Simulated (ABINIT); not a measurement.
# CdSiS3 (Pm-3m): zone-centre phonons, part 4 of 4

Aim: the zone-centre modes of CdSiS3 (Pm-3m).

ABINIT 10.8.3; DFT LDA, scalar-relativistic, plane waves, PseudoDojo norm-conserving pseudopotentials.

So far. Step 6 (Linear response at Γ): The acoustic modes at Γ come out as far as 3.0 cm⁻¹ from zero, where they should vanish, a small numerical error. The lowest optical mode is imaginary, 197i cm⁻¹, an instability at this level and on this k mesh. Step 7 (Zone-centre analysis): The rule also moves an optical mode by 0.9 cm⁻¹. The relaxed cell has a = 4.469 Å (conventional setting).

The structure was built from a prototype and need not be the compound's stable phase.

## 8. Sum rules set otherwise (asr 0)

Without the rule the raw error of the acoustic modes shows.

Input file anaddb.abi:

```
ddb_filepath "gamma_DDB"
output_file "anaddb.abo"
outdata_prefix "anaddb"
asr 0
chneut 0
enunit 2
eivec 1
nph1l 1
qph1l 0.0 0.0 0.0 1.0
```

Input file mrgddb.in:

```
gamma_DDB
merged
2
dfpt_gammao_DDB
gso_DDB
```

On the command line:

```console
> mrgddb < mrgddb.in > mrgddb.log
> OMP_NUM_THREADS=1 anaddb anaddb.abi > anaddb.log
```

anaddb.abo, the main output file:

```text
-outvars_anaddb: echo values of input variables ----------------------

 Miscellaneous information :
      enunit         2
       eivec         1
      chneut         0
 First list of wavevector (reduced coord.) :
       nph1l         1
       qph1l
                     0.00000000E+00  0.00000000E+00  0.00000000E+00    1.000E+00

================================================================================

 read the DDB information and perform some checks

  ==== Info on the Cryst% object ====
 Real(R)+Recip(G) space primitive vectors, cartesian coordinates (Bohr,Bohr^-1):
 R(1)=  8.4443050  0.0000000  0.0000000  G(1)=  0.1184230  0.0000000  0.0000000
 R(2)=  0.0000000  8.4443050  0.0000000  G(2)=  0.0000000  0.1184230  0.0000000
 R(3)=  0.0000000  0.0000000  8.4443050  G(3)=  0.0000000  0.0000000  0.1184230
 Unit cell volume ucvol=  6.0213203E+02 bohr^3
 Angles (23,13,12)=  9.00000000E+01  9.00000000E+01  9.00000000E+01 degrees
 Time-reversal symmetry is present
 Reduced atomic positions [iatom, xred, symbol]:
    1)    0.0000000  0.0000000  0.0000000  Cd
    2)    0.5000000  0.5000000  0.5000000  Si
    3)    0.5000000  0.5000000  0.0000000   S
    4)    0.5000000  0.0000000  0.5000000   S
    5)    0.0000000  0.5000000  0.5000000   S

 DDB file with 3 blocks has been read.

================================================================================

 Treat the first list of vectors

  Phonon wavevector (reduced coordinates) :  0.00000  0.00000  0.00000
 Phonon energies in Hartree :
  -8.993750E-04 -8.993750E-04 -8.993750E-04 -5.331218E-04 -5.331218E-04
  -5.331218E-04 -6.549778E-05 -6.549778E-05 -6.549778E-05  1.343963E-05
   1.343963E-05  1.343963E-05  1.805457E-03  1.805457E-03  1.805457E-03
 Phonon energies in meV     :
- -2.447324E+01 -2.447324E+01 -2.447324E+01 -1.450698E+01 -1.450698E+01
- -1.450698E+01 -1.782285E+00 -1.782285E+00 -1.782285E+00  3.657110E-01
-  3.657110E-01  3.657110E-01  4.912900E+01  4.912900E+01  4.912900E+01
 Phonon frequencies in cm-1    :
- -1.973900E+02 -1.973900E+02 -1.973900E+02 -1.170067E+02 -1.170067E+02
- -1.170067E+02 -1.437510E+01 -1.437510E+01 -1.437510E+01  2.949658E+00
-  2.949658E+00  2.949658E+00  3.962521E+02  3.962521E+02  3.962521E+02
 Phonon frequencies in Thz     :
- -5.917603E+00 -5.917603E+00 -5.917603E+00 -3.507773E+00 -3.507773E+00
- -3.507773E+00 -4.309547E-01 -4.309547E-01 -4.309547E-01  8.842852E-02
-  8.842852E-02  8.842853E-02  1.187934E+01  1.187934E+01  1.187934E+01
 Phonon energies in Kelvin  :
- -2.840002E+02 -2.840002E+02 -2.840002E+02 -1.683466E+02 -1.683466E+02
- -1.683466E+02 -2.068256E+01 -2.068256E+01 -2.068256E+01  4.243900E+00
-  4.243900E+00  4.243900E+00  5.701183E+02  5.701183E+02  5.701183E+02

 Eigendisplacements
 (will be given, for each mode : in cartesian coordinates
   for each atom the real part of the displacement vector,
   then the imaginary part of the displacement vector - absolute values smaller than 1.0d-7 are set to zero)
  Mode number    1   Energy   -8.993750E-04
 Attention : low frequency mode.
   (Could be unstable or acoustic mode)
-  1  0.00000000E+00  0.00000000E+00  0.00000000E+00
-     0.00000000E+00  0.00000000E+00  0.00000000E+00
-  2  0.00000000E+00  0.00000000E+00  0.00000000E+00
-     0.00000000E+00  0.00000000E+00  0.00000000E+00
-  3  0.00000000E+00  0.00000000E+00  0.00000000E+00
-     0.00000000E+00  0.00000000E+00  0.00000000E+00
-  4  0.00000000E+00  0.00000000E+00 -2.92470830E-03
-     0.00000000E+00  0.00000000E+00  0.00000000E+00
-  5  0.00000000E+00  0.00000000E+00  2.92470830E-03
-     0.00000000E+00  0.00000000E+00  0.00000000E+00
  Mode number    2   Energy   -8.993750E-04
 Attention : low frequency mode.
   (Could be unstable or acoustic mode)
-  1  0.00000000E+00  0.00000000E+00  0.00000000E+00
-     0.00000000E+00  0.00000000E+00  0.00000000E+00
-  2  0.00000000E+00  0.00000000E+00  0.00000000E+00
-     0.00000000E+00  0.00000000E+00  0.00000000E+00
-  3  0.00000000E+00 -2.92470830E-03  0.00000000E+00
-     0.00000000E+00  0.00000000E+00  0.00000000E+00
-  4  0.00000000E+00  0.00000000E+00  0.00000000E+00
-     0.00000000E+00  0.00000000E+00  0.00000000E+00
-  5  0.00000000E+00  2.92470830E-03  0.00000000E+00
-     0.00000000E+00  0.00000000E+00  0.00000000E+00
  Mode number    3   Energy   -8.993750E-04
 Attention : low frequency mode.
   (Could be unstable or acoustic mode)
-  1  0.00000000E+00  0.00000000E+00  0.00000000E+00
-     0.00000000E+00  0.00000000E+00  0.00000000E+00
-  2  0.00000000E+00  0.00000000E+00  0.00000000E+00
-     0.00000000E+00  0.00000000E+00  0.00000000E+00
-  3  2.92470830E-03  0.00000000E+00  0.00000000E+00
-     0.00000000E+00  0.00000000E+00  0.00000000E+00
-  4 -2.92470830E-03  0.00000000E+00  0.00000000E+00
-     0.00000000E+00  0.00000000E+00  0.00000000E+00
-  5  0.00000000E+00  0.00000000E+00  0.00000000E+00
-     0.00000000E+00  0.00000000E+00  0.00000000E+00
  Mode number    4   Energy   -5.331218E-04
 Attention : low frequency mode.
   (Could be unstable or acoustic mode)
-  1  0.00000000E+00  0.00000000E+00 -8.17033105E-04
-     0.00000000E+00  0.00000000E+00  0.00000000E+00
-  2  0.00000000E+00  0.00000000E+00 -1.98231849E-03
-     0.00000000E+00  0.00000000E+00  0.00000000E+00
-  3  0.00000000E+00  0.00000000E+00 -1.30850849E-04
-     0.00000000E+00  0.00000000E+00  0.00000000E+00
-  4  0.00000000E+00  0.00000000E+00  2.37789595E-03
-     0.00000000E+00  0.00000000E+00  0.00000000E+00
-  5  0.00000000E+00  0.00000000E+00  2.37789595E-03
-     0.00000000E+00  0.00000000E+00  0.00000000E+00
  Mode number    5   Energy   -5.331218E-04
 Attention : low frequency mode.
   (Could be unstable or acoustic mode)
-  1  0.00000000E+00 -8.17033104E-04  0.00000000E+00
-     0.00000000E+00  0.00000000E+00  0.00000000E+00
-  2  0.00000000E+00 -1.98231849E-03  0.00000000E+00
-     0.00000000E+00  0.00000000E+00  0.00000000E+00
-  3  0.00000000E+00  2.37789595E-03  0.00000000E+00
-     0.00000000E+00  0.00000000E+00  0.00000000E+00
-  4  0.00000000E+00 -1.30850849E-04  0.00000000E+00
-     0.00000000E+00  0.00000000E+00  0.00000000E+00
-  5  0.00000000E+00  2.37789595E-03  0.00000000E+00
-     0.00000000E+00  0.00000000E+00  0.00000000E+00
  Mode number    6   Energy   -5.331218E-04
 Attention : low frequency mode.
   (Could be unstable or acoustic mode)
-  1  8.17033104E-04  0.00000000E+00  0.00000000E+00
-     0.00000000E+00  0.00000000E+00  0.00000000E+00
-  2  1.98231849E-03  0.00000000E+00  0.00000000E+00
-     0.00000000E+00  0.00000000E+00  0.00000000E+00
-  3 -2.37789595E-03  0.00000000E+00  0.00000000E+00
-     0.00000000E+00  0.00000000E+00  0.00000000E+00
-  4 -2.37789595E-03  0.00000000E+00  0.00000000E+00
-     0.00000000E+00  0.00000000E+00  0.00000000E+00
-  5  1.30850849E-04  0.00000000E+00  0.00000000E+00
-     0.00000000E+00  0.00000000E+00  0.00000000E+00
  Mode number    7   Energy   -6.549778E-05
 Attention : low frequency mode.
   (Could be unstable or acoustic mode)
-  1  0.00000000E+00  0.00000000E+00 -1.00888600E-03
-     0.00000000E+00  0.00000000E+00  0.00000000E+00
-  2  0.00000000E+00  0.00000000E+00  3.12696664E-03
-     0.00000000E+00  0.00000000E+00  0.00000000E+00
-  3  0.00000000E+00  0.00000000E+00  2.06814046E-03
-     0.00000000E+00  0.00000000E+00  0.00000000E+00
-  4  0.00000000E+00  0.00000000E+00  5.90888356E-04
-     0.00000000E+00  0.00000000E+00  0.00000000E+00
-  5  0.00000000E+00  0.00000000E+00  5.90888356E-04
-     0.00000000E+00  0.00000000E+00  0.00000000E+00
  Mode number    8   Energy   -6.549778E-05
 Attention : low frequency mode.
   (Could be unstable or acoustic mode)
-  1  0.00000000E+00 -1.00888600E-03  0.00000000E+00
-     0.00000000E+00  0.00000000E+00  0.00000000E+00
-  2  0.00000000E+00  3.12696664E-03  0.00000000E+00
-     0.00000000E+00  0.00000000E+00  0.00000000E+00
-  3  0.00000000E+00  5.90888356E-04  0.00000000E+00
-     0.00000000E+00  0.00000000E+00  0.00000000E+00
-  4  0.00000000E+00  2.06814046E-03  0.00000000E+00
-     0.00000000E+00  0.00000000E+00  0.00000000E+00
-  5  0.00000000E+00  5.90888356E-04  0.00000000E+00
-     0.00000000E+00  0.00000000E+00  0.00000000E+00
  Mode number    9   Energy   -6.549778E-05
 Attention : low frequency mode.
   (Could be unstable or acoustic mode)
-  1  1.00888600E-03  0.00000000E+00  0.00000000E+00
-     0.00000000E+00  0.00000000E+00  0.00000000E+00
-  2 -3.12696664E-03  0.00000000E+00  0.00000000E+00
-     0.00000000E+00  0.00000000E+00  0.00000000E+00
-  3 -5.90888356E-04  0.00000000E+00  0.00000000E+00
-     0.00000000E+00  0.00000000E+00  0.00000000E+00
-  4 -5.90888356E-04  0.00000000E+00  0.00000000E+00
-     0.00000000E+00  0.00000000E+00  0.00000000E+00
-  5 -2.06814046E-03  0.00000000E+00  0.00000000E+00
-     0.00000000E+00  0.00000000E+00  0.00000000E+00
  Mode number   10   Energy    1.343963E-05
-  1  0.00000000E+00  0.00000000E+00 -1.78737388E-03
-     0.00000000E+00  0.00000000E+00  0.00000000E+00
-  2  0.00000000E+00  0.00000000E+00 -8.65442628E-04
-     0.00000000E+00  0.00000000E+00  0.00000000E+00
-  3  0.00000000E+00  0.00000000E+00 -1.09762128E-03
-     0.00000000E+00  0.00000000E+00  0.00000000E+00
-  4  0.00000000E+00  0.00000000E+00 -1.42261158E-03
-     0.00000000E+00  0.00000000E+00  0.00000000E+00
-  5  0.00000000E+00  0.00000000E+00 -1.42261158E-03
-     0.00000000E+00  0.00000000E+00  0.00000000E+00
  Mode number   11   Energy    1.343963E-05
-  1  0.00000000E+00  1.78737388E-03  0.00000000E+00
-     0.00000000E+00  0.00000000E+00  0.00000000E+00
-  2  0.00000000E+00  8.65442628E-04  0.00000000E+00
-     0.00000000E+00  0.00000000E+00  0.00000000E+00
-  3  0.00000000E+00  1.42261158E-03  0.00000000E+00
-     0.00000000E+00  0.00000000E+00  0.00000000E+00
-  4  0.00000000E+00  1.09762128E-03  0.00000000E+00
-     0.00000000E+00  0.00000000E+00  0.00000000E+00
-  5  0.00000000E+00  1.42261158E-03  0.00000000E+00
-     0.00000000E+00  0.00000000E+00  0.00000000E+00
  Mode number   12   Energy    1.343963E-05
-  1  1.78737388E-03  0.00000000E+00  0.00000000E+00
-     0.00000000E+00  0.00000000E+00  0.00000000E+00
-  2  8.65442628E-04  0.00000000E+00  0.00000000E+00
-     0.00000000E+00  0.00000000E+00  0.00000000E+00
-  3  1.42261158E-03  0.00000000E+00  0.00000000E+00
-     0.00000000E+00  0.00000000E+00  0.00000000E+00
-  4  1.42261158E-03  0.00000000E+00  0.00000000E+00
-     0.00000000E+00  0.00000000E+00  0.00000000E+00
-  5  1.09762128E-03  0.00000000E+00  0.00000000E+00
-     0.00000000E+00  0.00000000E+00  0.00000000E+00
  Mode number   13   Energy    1.805457E-03
-  1  0.00000000E+00  0.00000000E+00  5.20928793E-06
-     0.00000000E+00  0.00000000E+00  0.00000000E+00
-  2  0.00000000E+00  0.00000000E+00 -2.25299752E-03
-     0.00000000E+00  0.00000000E+00  0.00000000E+00
-  3  0.00000000E+00  0.00000000E+00  3.40715979E-03
-     0.00000000E+00  0.00000000E+00  0.00000000E+00
-  4  0.00000000E+00  0.00000000E+00 -7.25642268E-04
-     0.00000000E+00  0.00000000E+00  0.00000000E+00
-  5  0.00000000E+00  0.00000000E+00 -7.25642268E-04
-     0.00000000E+00  0.00000000E+00  0.00000000E+00
  Mode number   14   Energy    1.805457E-03
-  1  0.00000000E+00  5.20928793E-06  0.00000000E+00
-     0.00000000E+00  0.00000000E+00  0.00000000E+00
-  2  0.00000000E+00 -2.25299752E-03  0.00000000E+00
-     0.00000000E+00  0.00000000E+00  0.00000000E+00
-  3  0.00000000E+00 -7.25642268E-04  0.00000000E+00
-     0.00000000E+00  0.00000000E+00  0.00000000E+00
-  4  0.00000000E+00  3.40715979E-03  0.00000000E+00
-     0.00000000E+00  0.00000000E+00  0.00000000E+00
-  5  0.00000000E+00 -7.25642268E-04  0.00000000E+00
-     0.00000000E+00  0.00000000E+00  0.00000000E+00
  Mode number   15   Energy    1.805457E-03
-  1  5.20928793E-06  0.00000000E+00  0.00000000E+00
-     0.00000000E+00  0.00000000E+00  0.00000000E+00
-  2 -2.25299752E-03  0.00000000E+00  0.00000000E+00
-     0.00000000E+00  0.00000000E+00  0.00000000E+00
-  3 -7.25642268E-04  0.00000000E+00  0.00000000E+00
-     0.00000000E+00  0.00000000E+00  0.00000000E+00
-  4 -7.25642268E-04  0.00000000E+00  0.00000000E+00
-     0.00000000E+00  0.00000000E+00  0.00000000E+00
-  5  3.40715979E-03  0.00000000E+00  0.00000000E+00
-     0.00000000E+00  0.00000000E+00  0.00000000E+00

 Analysis of degeneracies and characters (maximum tolerance=1.00E-06 a.u.)
 For each vibration mode, or group of modes if degenerate,
 the characters are given for each symmetry operation (see the list in the log file).
 Symmetry characters of vibration mode #   1
       degenerate with vibration modes #   2 to    3
  3.0 -3.0 -1.0  1.0 -1.0  1.0 -1.0  1.0 -1.0  1.0  1.0 -1.0 -1.0  1.0  1.0 -1.0
  0.0 -0.0 -0.0  0.0  0.0 -0.0 -0.0  0.0 -1.0  1.0  1.0 -1.0  1.0 -1.0 -1.0  1.0
  0.0 -0.0  0.0 -0.0 -0.0  0.0 -0.0  0.0 -1.0  1.0 -1.0  1.0  1.0 -1.0  1.0 -1.0
 Symmetry characters of vibration mode #   4
       degenerate with vibration modes #   5 to    6
  3.0 -3.0 -1.0  1.0 -1.0  1.0 -1.0  1.0  1.0 -1.0 -1.0  1.0  1.0 -1.0 -1.0  1.0
 -0.0  0.0 -0.0  0.0  0.0 -0.0  0.0 -0.0  1.0 -1.0 -1.0  1.0 -1.0  1.0  1.0 -1.0
 -0.0  0.0  0.0 -0.0  0.0 -0.0 -0.0  0.0  1.0 -1.0  1.0 -1.0 -1.0  1.0 -1.0  1.0
 Symmetry characters of vibration mode #   7
       degenerate with vibration modes #   8 to    9
  3.0 -3.0 -1.0  1.0 -1.0  1.0 -1.0  1.0  1.0 -1.0 -1.0  1.0  1.0 -1.0 -1.0  1.0
 -0.0  0.0 -0.0  0.0  0.0 -0.0  0.0 -0.0  1.0 -1.0 -1.0  1.0 -1.0  1.0  1.0 -1.0
 -0.0  0.0  0.0 -0.0  0.0 -0.0 -0.0  0.0  1.0 -1.0  1.0 -1.0 -1.0  1.0 -1.0  1.0
 Symmetry characters of vibration mode #  10
       degenerate with vibration modes #  11 to   12
  3.0 -3.0 -1.0  1.0 -1.0  1.0 -1.0  1.0  1.0 -1.0 -1.0  1.0  1.0 -1.0 -1.0  1.0
 -0.0  0.0 -0.0  0.0  0.0 -0.0  0.0 -0.0  1.0 -1.0 -1.0  1.0 -1.0  1.0  1.0 -1.0
 -0.0  0.0  0.0 -0.0  0.0 -0.0 -0.0  0.0  1.0 -1.0  1.0 -1.0 -1.0  1.0 -1.0  1.0
 Symmetry characters of vibration mode #  13
       degenerate with vibration modes #  14 to   15
  3.0 -3.0 -1.0  1.0 -1.0  1.0 -1.0  1.0  1.0 -1.0 -1.0  1.0  1.0 -1.0 -1.0  1.0
 -0.0  0.0 -0.0  0.0  0.0 -0.0  0.0 -0.0  1.0 -1.0 -1.0  1.0 -1.0  1.0  1.0 -1.0
 -0.0  0.0  0.0 -0.0  0.0 -0.0 -0.0  0.0  1.0 -1.0  1.0 -1.0 -1.0  1.0 -1.0  1.0
-
```

The job ended after 0.5 s (1 thread of Arm Neoverse V1, shared host).

Read from the output:

- highest optical zone-centre mode (no LO-TO term): 396.2 cm⁻¹
- lowest optical zone-centre mode: -197.4 cm⁻¹

Zone-centre frequencies as printed; negative means imaginary. Modes:

```csv
mode,frequency (cm⁻¹)
1,-197.4
2,-197.4
3,-197.4
4,-117
5,-117
6,-117
7,-14.38
8,-14.38
9,-14.38
10,2.95
11,2.95
12,2.95
13,396.2
14,396.2
15,396.2
```

## 9. Results

```yaml
space_group_after_relaxation: Pm-3m
volume_per_atom: 17.8 Å³
highest_optical_zone_centre_mode_no_lo_to_term: 396.3 cm⁻¹
lowest_optical_zone_centre_mode: -197.2 cm⁻¹
imaginary_optical_modes_at_the_zone_centre_no_q_mesh_in_this_session: yes
```

What this shows: At the LDA level the optical modes of CdSiS3 (Pm-3m) at the zone centre run from 197i to 396 cm⁻¹, so the structure is a saddle point, with 9 modes beyond 10i cm⁻¹ there. These are harmonic frequencies at zero temperature: anharmonic shifts and linewidths and thermal expansion are left out. In a metal the frequencies hang on the k mesh and the smearing, most of all near Kohn anomalies. The structure is a hypothetical one, built on a prototype.

[Host names and launcher messages were left out of these logs when they were recorded.]

[Logs are printed without paths, hosts, clocks, repeated set-up lines and the standing remarks that a program may print on its own settings, such as how far it seeks lower states.]

[Hosts, paths, dates, database ids (printed as entryN), source tags and the programs' standing remarks are cut or masked in the printed files.]
